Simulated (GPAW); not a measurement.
Consider K3ClO (Pm).

```xyz
5
Lattice="5.1439 0.0000 0.0000 0.0000 5.1368 0.0000 -0.0410 0.0000 5.1465" Properties=species:S:1:pos:R:3 pbc="T T T"
K     2.6531    0.0000    0.1495
K    -0.0244    2.5684    4.9870
K     0.1899    0.0000    2.5744
Cl    2.5431    2.5684    2.5815
O     0.0722    0.0000    0.0006
```

Absorber: atom 5, with 3 K at 2.57 Å, 2 K at 2.58 Å and 1 K at 2.59 Å (octahedral, site symmetry m). Method: GPAW, LDA, full core hole (charged cell), 10-atom cell with 7.2 Å between holes, 3×3×3 k points, dipole transitions, Gaussian full width 0.9 eV up to 4 eV, rising linearly to 3.5 eV at 25 eV.

Question: Predict the near-edge structure at the O K edge.

Main maxima up to 24 eV above the zero (height): 3.3 eV (1.33), 4.2 eV (1.35), 5.6 eV (1.71), 7.8 eV (2.53), 12.6 eV (1.09) and 21.9 eV (1.38). A K edge sees empty p states on the absorber. The total-energy difference plus the lowest empty eigenvalue puts the zero at 531.60 eV. One term is added: -8.83 eV, since the hole is spin-paired here and a spin-polarised one costs that much less in the free atom (computed apart). The photon energy is then 522.77 eV. The functional and the charged cell's background leave an error in such absolute values: in the free atom LDA prices this hole 4.1 eV below PBE (computed apart), and PBE is itself good to a few eV.

The O K spectrum (energy from the lowest empty level; intensity scaled to a mean of 1 over the first 20 eV):

```tsv
E (eV)	intensity
-2.0	0.00
-1.5	0.00
-1.0	0.00
-0.5	0.00
0.0	0.01
0.5	0.05
1.0	0.11
1.5	0.17
2.0	0.39
2.5	0.65
3.0	1.20
3.5	1.25
4.0	1.29
4.5	1.24
5.0	1.27
5.5	1.71
6.0	1.38
6.5	1.04
7.0	1.55
7.5	2.36
8.0	2.44
8.5	1.75
9.0	1.15
9.5	1.00
10.0	1.00
10.5	0.92
11.0	0.84
11.5	0.89
12.0	1.02
12.5	1.09
13.0	1.07
13.5	1.00
14.0	0.91
14.5	0.80
15.0	0.70
15.5	0.66
16.0	0.68
16.5	0.73
17.0	0.78
17.5	0.81
18.0	0.83
18.5	0.84
19.0	0.87
19.5	0.93
20.0	1.03
20.5	1.16
21.0	1.28
21.5	1.36
22.0	1.37
22.5	1.32
23.0	1.22
23.5	1.11
24.0	1.01
24.5	0.94
25.0	0.90
25.5	0.90
26.0	0.91
26.5	0.93
27.0	0.95
27.5	0.96
28.0	0.98
28.5	0.99
29.0	1.00
29.5	1.01
30.0	1.01
30.5	1.01
```

The mesh is coarse (0.41 Å⁻¹ between points), so small maxima may be mesh ripples. Lifetime broadening is put in by hand, and intensities beyond about 20 eV depend on it and on the partial waves. The structure is a computed Materials Project entry and may be a hypothetical form.

[Banner, clock and machine lines of the logs are left out without a mark of their own.]

[Logs are printed without paths, hosts, clocks, repeated set-up lines and the standing remarks that a program may print on its own settings, such as how far it seeks lower states.]

[Hosts, paths, dates, database ids (printed as entryN), source tags and the programs' standing remarks are cut or masked in the printed files.]

[Lists of maxima count a maximum above −3 eV only where it reaches 4 % of the highest in the window and stands out from its surroundings by 2 % of it (1.5 % where it reaches 55 %); shoulders and weaker maxima are passed over, and of the rest the first, up to two pre-edge ones and the few strongest are named.]
